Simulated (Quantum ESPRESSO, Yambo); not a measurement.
# Quasiparticle gap of Si3N4 (Fd-3m) in Yambo, part 2 of 3

Aim: the G0W0 gap of Si3N4 (Fd-3m) on PBE, step by step.

Quantum ESPRESSO 7.5 and Yambo 5.3.0; PBE and many-body steps on it, plane waves. Known limits of the many-body steps: not at the basis limit.

So far. Step 2 (Ground state): The gap is indirect, with the least direct gap 0.008 eV higher. Step 3 (Bands along the symmetry lines): The gap is 3.370 eV, −0.028 eV from the run before at this level.

**4. Empty states on the mesh, 4×4×4 mesh, 206 bands**

Level of this step: DFT, PBE, plane waves, norm-conserving pseudopotentials (Quantum ESPRESSO).

The sums over transitions need many empty states on a uniform mesh; this step solves for them.

File pw.in:

```
&control
  calculation = 'nscf'
  prefix = 'x'
  outdir = 'o'
  pseudo_dir = 'pseudo'
/
&system
  ibrav = 0
  nat = 14
  ntyp = 2
  ecutwfc = 72.0
  nbnd = 206
  force_symmorphic = .true.
/
&electrons
  conv_thr = 1e-9
  electron_maxstep = 80
  diago_full_acc = .true.
  diago_thr_init = 5e-6
/
ATOMIC_SPECIES
  Si 28.085 Si.upf
  N 14.007 N.upf
CELL_PARAMETERS angstrom
  -0.0000000000 3.8937180000 3.8937180000
  3.8937180000 0.0000000000 3.8937180000
  3.8937180000 3.8937180000 -0.0000000000
ATOMIC_POSITIONS crystal
  Si 0.1250000000 0.1250000000 0.6250000000
  Si 0.1250000000 0.6250000000 0.1250000000
  Si 0.6250000000 0.1250000000 0.1250000000
  Si 0.1250000000 0.1250000000 0.1250000000
  Si 0.7500000000 0.7500000000 0.7500000000
  Si 0.5000000000 0.5000000000 0.5000000000
  N 0.3675630000 0.3675630000 0.3675630000
  N 0.3526890000 0.8824370000 0.8824370000
  N 0.8824370000 0.8824370000 0.3526890000
  N 0.8824370000 0.3526890000 0.8824370000
  N 0.3675630000 0.3675630000 0.8973110000
  N 0.3675630000 0.8973110000 0.3675630000
  N 0.8824370000 0.8824370000 0.8824370000
  N 0.8973110000 0.3675630000 0.3675630000
K_POINTS automatic
  4 4 4 0 0 0
```

Command:

```console
OMP_NUM_THREADS=1 mpirun -n 4 pw.x -nk 4 -in pw.in > pw.out
```

The program printed:

```text
[banner, memory and clock lines left out]
Program PWSCF v.7.5 starts

     Atomic positions and unit cell read from directory:
     o/x.save/

     Message from routine setup:
     using ibrav=0 with symmetry is DISCOURAGED, use correct ibrav instead

     G-vector sticks info

     bravais-lattice index     =            0
     lattice parameter (alat)  =      10.4059  a.u.
     unit-cell volume          =     796.7463 (a.u.)^3
     number of atoms/cell      =           14
     number of atomic types    =            2
     number of electrons       =        64.00
     number of Kohn-Sham states=          206
     kinetic-energy cutoff     =      72.0000  Ry
     charge density cutoff     =     288.0000  Ry
     Exchange-correlation= PBE
                           (   1   4   3   4   0   0   0)

     celldm(1)=  10.405869  celldm(2)=   0.000000  celldm(3)=   0.000000
     celldm(4)=   0.000000  celldm(5)=   0.000000  celldm(6)=   0.000000

     crystal axes: (cart. coord. in units of alat)
               a(1) = (  -0.000000   0.707107   0.707107 )
               a(2) = (   0.707107   0.000000   0.707107 )
               a(3) = (   0.707107   0.707107  -0.000000 )

     reciprocal axes: (cart. coord. in units 2 pi/alat)
               b(1) = ( -0.707107  0.707107  0.707107 )
               b(2) = (  0.707107 -0.707107  0.707107 )
               b(3) = (  0.707107  0.707107 -0.707107 )
     Pseudo is Norm-conserving + core correction, Zval =  4.0
     Generated using ONCVPSP code by D. R. Hamann
     Using radial grid of 1510 points,  6 beta functions with:
     Pseudo is Norm-conserving + core correction, Zval =  5.0
     Generated using ONCVPSP code by D. R. Hamann
     Using radial grid of 1058 points,  4 beta functions with:
     Si                4.00    28.08500     Si( 1.00)
     N                 5.00    14.00700     N ( 1.00)

     24 Sym. Ops. (no inversion) found

   Cartesian axes

     site n.     atom                  positions (alat units)
         1        Si     tau(   1) = (   0.5303301   0.5303301   0.1767767  )
         2        Si     tau(   2) = (   0.5303301   0.1767767   0.5303301  )
         3        Si     tau(   3) = (   0.1767767   0.5303301   0.5303301  )
         4        Si     tau(   4) = (   0.1767767   0.1767767   0.1767767  )
         5        Si     tau(   5) = (   1.0606602   1.0606602   1.0606602  )
         6        Si     tau(   6) = (   0.7071068   0.7071068   0.7071068  )
         7        N      tau(   7) = (   0.5198126   0.5198126   0.5198126  )
         8        N      tau(   8) = (   1.2479544   0.8733660   0.8733660  )
         9        N      tau(   9) = (   0.8733660   0.8733660   1.2479544  )
[...]
13        N      tau(  13) = (   1.2479544   1.2479544   1.2479544  )
        14        N      tau(  14) = (   0.5198126   0.8944010   0.8944010  )

     number of k points=     8
                       cart. coord. in units 2pi/alat
        k(    1) = (   0.0000000   0.0000000   0.0000000), wk =   0.0312500
        k(    2) = (   0.1767767   0.1767767  -0.1767767), wk =   0.2500000
        k(    3) = (  -0.3535534  -0.3535534   0.3535534), wk =   0.1250000
[...]
k(    7) = (  -0.7071068   0.0000000   0.0000000), wk =   0.0937500
        k(    8) = (  -0.7071068   0.3535534   0.0000000), wk =   0.1875000

     Dense  grid:    65763 G-vectors     FFT dimensions: (  60,  60,  60)

     The potential is recalculated from file :
     o/x.save/charge-density

     Starting wfcs are   56 randomized atomic wfcs +  150 random wfcs

     Band Structure Calculation

     End of band structure calculation

          k = 0.0000 0.0000 0.0000 (  8099 PWs)   bands (ev):

    -7.7574  -4.4852  -3.5628  -3.5628  -3.5628  -2.6014  -2.6014  -2.6014
     0.5343   1.5599   2.1326   2.1326   2.1326   3.8163   3.8163   6.8195
     6.8195   6.8195   8.6696   8.6696   8.6696   9.1063   9.1063   9.1063
[...]
[... 14 further rows ...]
[...]
74.6691  74.6691  75.0414  76.2431  76.2431  76.2431

          k = 0.1768 0.1768-0.1768 (  8198 PWs)   bands (ev):

[...]
[... 14 further rows ...]
[...]
73.3072  73.5333  74.1098  74.5367  74.7209  74.7210

          k =-0.3536-0.3536 0.3536 (  8242 PWs)   bands (ev):

[...]
30.7604  30.7751  31.1273  31.1273  33.1296  33.1296  34.1308  34.1308
     [... 14 further rows ...]
    70.2988  70.6746  71.3061  71.3061  72.2534  72.2534  72.5592  72.5592
    72.8010  74.1440  74.1788  74.3534  74.3534  74.5568

          k = 0.3536 0.0000 0.0000 (  8220 PWs)   bands (ev):

     [... further k-points ...]

     highest occupied, lowest unoccupied level (ev):    10.9551   14.3533

     XML data file, pseudopotentials, collected wavefunctions
```

Wall time 42 s (4 MPI ranks of Arm Neoverse V1, shared host); peak memory 0.88 GiB.

Numbers from this step:

* gap: 3.398 eV
* k of the valence top: 0, 0.25, -0.25
* k of the conduction bottom: 0, 0, 0
* least direct gap: 3.406 eV
* k points computed: 8
* lowest point of the top converged band, above the valence top: 62.2658 eV

On this mesh the gap is 3.398 eV.

**5. Conversion and set-up**

This step: Yambo 5.3.0; conversion and set-up on PBE, plane waves, norm-conserving pseudopotentials.

The states are converted to the many-body program's format and the q mesh is built.

Command:

```console
(cd o/x.save; p2y > p2y.log; mv SAVE ../..); yambo > setup.log
```

The program printed:

```text
 Yambo, version 5.3.0

 [02] CORE Variables Setup
 =========================

  [02.01] Unit cells
  ==================

  Cell kind             :  FCC
  Atoms in the cell     :  Si  N
  number of Si atoms    :   6
  number of N  atoms    :   8

  List of atomic masses
  Mass of Si    :  28.08500
  Mass of N     :  14.00700

  List of atomic coordinates    : [cc]
  Si1       :  5.518545  5.518545  1.839515  order 1
  Si2       :  5.518545  1.839515  5.518545  order 2
  Si3       :  1.839515  5.518545  5.518545  order 3
  Si4       :  1.839515  1.839515  1.839515  order 4
  Si5       :  11.03709  11.03709  11.03709  order 5
  Si6       :  7.358061  7.358061  7.358061  order 6
  N1       :  5.409102  5.409102  5.409102  order 7
  N2       :  12.98605   9.08813   9.08813  order 8
  N3       :   9.08813   9.08813  12.98605  order 9
[...]
N7       :  12.98605  12.98605  12.98605  order 13
  N8       :  5.409102  9.307020  9.307020  order 14

  Alat factors          :  7.358061  7.358061  7.358061 [a.u.]
  Direct lattice volume :  796.7463 [a.u.]
  Direct lattice vectors:  A[ 1 ]  A[ 2 ]  A[ 3 ]
   A[ 1 ]: -0.000000  1.000000  1.000000  [iru]
  -0.000000  7.358061  7.358061  [cc]
   A[ 2 ]:  1.000000  0.000000  1.000000  [iru]
   7.358061  0.000000  7.358061  [cc]
   A[ 3 ]:  1.000000  1.000000 -0.000000  [iru]
   7.358061  7.358061 -0.000000  [cc]

  Recip. lattice volume :  0.311329 [a.u.]
  Recip. lattice vectors:  B[ 1 ]  B[ 2 ]  B[ 3 ]
   B[ 1 ]: -0.500000  0.500000  0.500000  [iku]
  -0.426959  0.426959  0.426959  [cc]
   B[ 2 ]:  0.500000 -0.500000  0.500000  [iku]
   0.426959 -0.426959  0.426959  [cc]
   B[ 3 ]:  0.500000  0.500000 -0.500000  [iku]
   0.426959  0.426959 -0.426959  [cc]

  [02.02] Symmetries
  ==================

  Inversion symmetry    : yes
  Spatial inversion     : no
  Inversion index       :  25
  K-space Time-reversal : yes
  Magnetic symmetries   : no
  Time-reversal derived K-space symmetries:   25   48
  Group table correct   : yes
  Symmetries units      :  [cc]

   [S  1]:   1.0000      0.23721E-16  0.23721E-16  0.23721E-16   1.0000     -0.23721E-16 -0.23721E-16 -0.23721E-16   1.0000
   [S  2]:  -1.0000     -0.23721E-16  0.23721E-16 -0.23721E-16  -1.0000     -0.23721E-16  0.23721E-16  0.23721E-16   1.0000
   [S  3]:  -1.0000      0.23721E-16 -0.23721E-16 -0.23721E-16   1.0000      0.23721E-16  0.23721E-16 -0.23721E-16  -1.0000
[...]
[S  9]:  0.23721E-16   1.0000      0.23721E-16 -0.23721E-16  0.23721E-16   1.0000       1.0000     -0.23721E-16 -0.23721E-16
   [S 10]:  0.23721E-16  -1.0000     -0.23721E-16 -0.23721E-16 -0.23721E-16  -1.0000       1.0000      0.23721E-16  0.23721E-16
     [... 36 further rows ...]
   [S*47]:   1.0000      0.23721E-16 -0.23721E-16  0.23721E-16 -0.23721E-16  -1.0000     -0.23721E-16   1.0000      0.23721E-16
[...]
BZ  K-points                                      :   64

  K/Q-points units:
  rlu = crystal or reduced units; cc = cartesian coordinates; iku = interal k-units

  K [1]          [rlu]:  0.000000  0.000000  0.000000
         WF components:   8099
  K [2]          [rlu]: -0.96961E-17 -0.96961E-17  0.25000
         WF components:   8198
  K [3]          [rlu]:  0.19392E-16  0.19392E-16 -0.50000
         WF components:   8242
  K [4]          [rlu]:  0.10477E-17  0.25000      0.25000
         WF components:   8220
  K [5]          [rlu]:  0.17585E-16  0.25000     -0.50000
         WF components:   8230
  [... 2 further k-points ...]
  K [8]          [rlu]:  0.250000 -0.500000 -0.250000
         WF components:   8188

  [02.05] Energies & Occupations
  ==============================

  [X] === General ===
  [X] Electronic Temperature                        :  0.000000  0.000000 [eV K]
  [X] Bosonic    Temperature                        :  0.000000  0.000000 [eV K]
  [X] Finite Temperature mode                       : no
  [X] El. density                                   :  0.54207E+24 [cm-3]
  [X] Fermi Level                                   :  10.95512 [eV]

  [X] === Gaps and Widths ===
  [X] Conduction Band Min                           :  3.398215 [eV]
  [X] Valence Band Max                              :  0.000000 [eV]
  [X] Filled Bands                                  :   32
  [X] Empty Bands                                   :   33  206
  [X] Direct Gap                                    :  3.406483 [eV]
  [X] Direct Gap localized at k                     :  1
  [X] Indirect Gap                                  :  3.398215 [eV]
  [X] Indirect Gap between kpts                     :   6   1
  [X] Last valence band width                       :  0.702966 [eV]
  [X] 1st conduction band width                     :  3.290624 [eV]

  E @ K [1]:  [eV]
  -18.71257 -15.44028 -14.51793 -14.51793 -14.51793 -13.55648 -13.55648 -13.55648
  -10.42078  -9.39526  -8.82248  -8.82248  -8.82248  -7.13887  -7.13887  -4.13563
  -4.135634 -4.135634 -2.285573 -2.285573 -2.285573 -1.848839 -1.848839 -1.848839
[...]
occ @ K [1]
[...]
E @ K [2]:  [eV]
[...]
occ @ K [2]
[...]
E @ K [3]:  [eV]
[...]
occ @ K [3]
[...]
E @ K [4]:  [eV]
[...]
occ @ K [4]
[...]
E @ K [5]:  [eV]
[...]
occ @ K [5]
[...]
[... 2 further k-points ...]
  E @ K [8]:  [eV]
[...]
occ @ K [8]
[...]
0.000000  0.000000  0.000000  0.000000  0.000000  0.000000  0.000000  0.000000
   0.000000  0.000000  0.000000  0.000000  0.000000  0.000000  0.000000  0.000000

 [03] Transferred momenta grid and indexing
 ==========================================

 IBZ Q-points                                      :   8
 BZ  Q-points                                      :   64

 K/Q-points units:
 rlu = crystal or reduced units; cc = cartesian coordinates; iku = interal k-units

 Q [1]          [rlu]:  0.000000  0.000000  0.000000
 Q [2]          [rlu]:  0.22808E-16 -0.49479E-17  0.25000
 Q [3]          [rlu]: -0.45615E-16  0.98957E-17 -0.50000
[...]
Q [7]          [rlu]: -0.20954E-17 -0.50000     -0.50000
 Q [8]          [rlu]:  0.250000 -0.500000 -0.250000

  [03.01] X indexes
  =================

   [03.01.01] Sigma indexes
   ========================

 [06] Game Over & Game summary
```

Wall time 3.6 s (1 MPI rank); peak memory 0.27 GiB.

(Continued in part 3 of 3.)

[Paths, hosts, dates, memory and timing lines, banners, echoed tables and standing remarks are left out of the program output.]

[Logs are printed without paths, hosts, clocks, repeated set-up lines and the standing remarks that a program may print on its own settings, such as how far it seeks lower states.]

[Runs of the session that timed out or met a known fault of the program may be left out.]

[Hosts, paths, dates, database ids (printed as entryN), source tags and the programs' standing remarks are cut or masked in the printed files.]
